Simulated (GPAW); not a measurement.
# An In chain with a Cl atom bridging one bond: transmission at several levels, part 2 of 2

Aim: T(E), conductance and thermopower of an In chain with a Cl atom bridging one bond, and what cheaper settings cost in accuracy.

GPAW 26.7.0; GPAW LCAO, PAW setups; Landauer transmission from Green's functions with principal layers (ASE), zero bias.

So far, transmission at the Fermi level (one spin): step 2 (double-zeta polarised basis, PBE, GPAW) 1.16; step 3 (basis szp(dzp), PBE, GPAW) 1.10; step 4 (basis sz(dzp), PBE, GPAW) 1.15; step 5 (LDA) 1.15.

### Step 7. Comparison (continued)

Ladder, by row:

```
   step  code  T at the Fermi level (sum over the listed spins)  conductance (G0)  r.m.s. T(E) from the first  wall time (s)  peak memory (GiB)  threads
    dzp  GPAW                                             1.158              1.15                           0          44.75               1.04        1
    szp  GPAW                                             1.105             1.099                      0.1377          36.86               1.01        1
     sz  GPAW                                             1.151             1.145                      0.1533          24.46               0.93        1
dzp-LDA  GPAW                                             1.151             1.144                      0.1325          38.82               1.04        1
```

The transmission, zone mean, sum over the listed spins by energy, zero at the Fermi level:

| energy (eV) | dzp | szp | sz | dzp-LDA |
| --- | --- | --- | --- | --- |
| -3.0000 | 0.142 | 0.0876 | 0.0969 | 0.136 |
| -2.7750 | 0.199 | 0.132 | 0.137 | 0.196 |
| -2.4750 | 0.347 | 0.272 | 0.239 | 0.376 |
| -2.2500 | 0.589 | 0.597 | 0.398 | 0.743 |
| -2.1750 | 0.723 | 0.847 | 0.484 | 0.956 |
| -2.0250 | 0.988 | 1.1e-5 | 0.752 | 2.3e-5 |
| -1.9500 | 7.8e-6 | 1.5e-7 | 0.942 | 1.3e-7 |
| -1.7250 | 9.8e-9 | 2.1e-9 | 1.3e-7 | 2.3e-9 |
| -1.5000 | 3.4e-9 | 1.3e-9 | 6.5e-9 | 1.9e-9 |
| -1.2750 | 9.6e-7 | 2.0e-8 | 8.0e-8 | 0.00290 |
| -0.9750 | 0.508 | 0.359 | 0.503 | 0.455 |
| -0.7500 | 0.776 | 0.668 | 0.781 | 0.736 |
| -0.5250 | 0.936 | 0.895 | 0.942 | 0.919 |
| -0.2250 | 0.993 | 0.994 | 0.989 | 0.995 |
| 0.0000 | 1.16 | 1.10 | 1.15 | 1.15 |
| 0.2250 | 1.17 | 1.12 | 1.16 | 1.17 |
| 0.5250 | 1.24 | 1.18 | 1.22 | 1.23 |
| 0.7500 | 1.33 | 1.26 | 1.31 | 1.33 |
| 0.9750 | 1.45 | 1.37 | 1.42 | 1.44 |
| 1.2750 | 1.59 | 1.51 | 1.55 | 1.57 |
| 1.5000 | 1.67 | 1.59 | 1.63 | 1.65 |
| 1.7250 | 1.72 | 1.65 | 1.68 | 1.71 |
| 1.9500 | 1.75 | 1.67 | 1.70 | 1.73 |
| 2.0250 | 1.75 | 1.67 | 1.70 | 1.73 |
| 2.2500 | 1.74 | 1.66 | 1.69 | 1.71 |
| 2.4750 | 1.72 | 1.63 | 1.66 | 1.69 |
| 2.7750 | 1.66 | 1.57 | 1.59 | 1.63 |
| 3.0000 | 1.58 | 1.47 | 1.52 | 1.52 |

### Step 8. A second varied run

A last run, with other settings again.

This step: GPAW LCAO, PAW setups; Landauer transmission from Green's functions with principal layers (ASE), zero bias (GPAW 26.7.0).

File run.py:

```python
import json
import numpy as np
from ase import Atoms
from ase.transport.calculators import TransportCalculator
from gpaw import GPAW, FermiDirac
from gpaw.lcao.tools import get_lcao_hamiltonian
from scipy.linalg import eigh

# The junction with lead layers at both ends, along the third cell vector
device = Atoms(
    ['In', 'In', 'In', 'In', 'In', 'Cl', 'In', 'In', 'In', 'In', 'In'],
    positions=[
        [4.50000, 4.50000, 1.47500],
        [4.50000, 4.50000, 4.42500],
        [4.50000, 4.50000, 7.37500],
        [4.50000, 4.50000, 10.32500],
        [4.50000, 4.50000, 13.27500],
        [6.20455, 4.50000, 14.85000],
        [4.50000, 4.50000, 16.42500],
        [4.50000, 4.50000, 19.37500],
        [4.50000, 4.50000, 22.32500],
        [4.50000, 4.50000, 25.27500],
        [4.50000, 4.50000, 28.22500]],
    cell=[[9.0, 0.0, 0.0], [0.0, 9.0, 0.0], [0.0, 0.0, 29.7]],
    pbc=True)

# One principal layer of the lead: the first 1 atoms of the device
lead = Atoms(
    ['In'],
    positions=[
        [4.50000, 4.50000, 1.47500]],
    cell=[[9.0, 0.0, 0.0], [0.0, 9.0, 0.0], [0.0, 0.0, 2.95]],
    pbc=True)

settings = dict(mode='lcao', basis='dzp', xc='PBE', h=0.2,
                occupations=FermiDirac(0.1), maxiter=60,
                mixer=dict(beta=0.1, nmaxold=8, weight=100.0),
                convergence=dict(density=0.0001))
energies = np.arange(-3, 3 + 1e-9, 0.075)
eta = 0.0001
n1, n2 = 1, 1
# k and -k transmit alike, so half of the mesh across the current serves
mesh = [(i, j) for i in range(n1) for j in range(n2) if (i, j) <= (-i % n1, -j % n2)]
weights = np.array([1 if (i, j) == (-i % n1, -j % n2) else 2 for i, j in mesh]) / (n1 * n2)

# [... helper functions left out ...]
fermi_lead = ground_state(lead, (1, 1, 13), 'lead.txt')
fermi_device = ground_state(device, (1, 1, 3), 'device.txt')
# [... loop over the mesh left out, but for ...]
        # Shift the lead onto the potential of the device's first layer
        shift = ((H[:, 0, 0] - H0[:, 0, 0]) / S0[0, 0]).real.mean()
# [...]
kT = 8.617333e-5 * 300
bias = [0.1, 0.2, 0.5, 1.0, 1.5, 2.0]
# [... integrals and printing left out ...]
```

On the command line:

```
$ OMP_NUM_THREADS=1 OPENBLAS_NUM_THREADS=1 python run.py
```

The log of the run:

```text
LinAlgError: The leading minor of order 21 of B is not positive definite. The factorization of B could not be completed and no eigenvalues or eigenvectors were computed.
```

Elapsed: 37 s, on 1 thread of Arm Neoverse V1, shared host; peak memory 0.96 GiB.

The run ended with an error.

The program's message: “LinAlgError: The leading minor of order 21 of B is not positive definite. The factorization of B could not be completed and no eigenvalues or eigenvectors were computed.”

The change that led to it: n_lead = 1 and period = 2.95.

### Step 9. Summary of results

| Item | Value |
| --- | --- |
| conductance | 1.15 G₀ |
| transmission at the Fermi level, mean of the spins | 1.16 |

In words: In the dzp basis the junction conducts 1.15 G₀ at 300 K, with T = 1.16 a spin at the Fermi level; the sz basis reaches that conductance within 10 %. At the Fermi level the three most open eigenchannels pass 1.00, 0.12 and 0.043. Measured against the first run (dzp), the nearest curve is that of dzp-LDA (r.m.s. 0.13) and the farthest that of sz (0.15). Over the compared runs wall time goes from 24 s (sz) to 45 s (dzp), on a shared host. The geometry was built from estimated bond lengths and not relaxed, so the numbers describe this model structure. The run had no spin polarisation, so a magnetic state, which chains and small molecules with open shells often have, wasn't tested. Spin-orbit coupling is left out, which matters for the heavy atoms here. An evenly spaced straight chain is an idealisation: free chains tend to dimerise, zigzag or, where a band edge lies near the Fermi level, turn magnetic. The currents use the zero-bias T(E) throughout, which holds only while the bias is small against the distance to the nearest feature. The thermopower isn't quoted: it samples T(E) farther from the Fermi level than the conductance does, and the energy grid wasn't tested for it.

[Logs are printed without paths, hosts, clocks, repeated set-up lines and the standing remarks that a program may print on its own settings, such as how far it seeks lower states.]

[Hosts, paths, dates, database ids (printed as entryN), source tags and the programs' standing remarks are cut or masked in the printed files.]
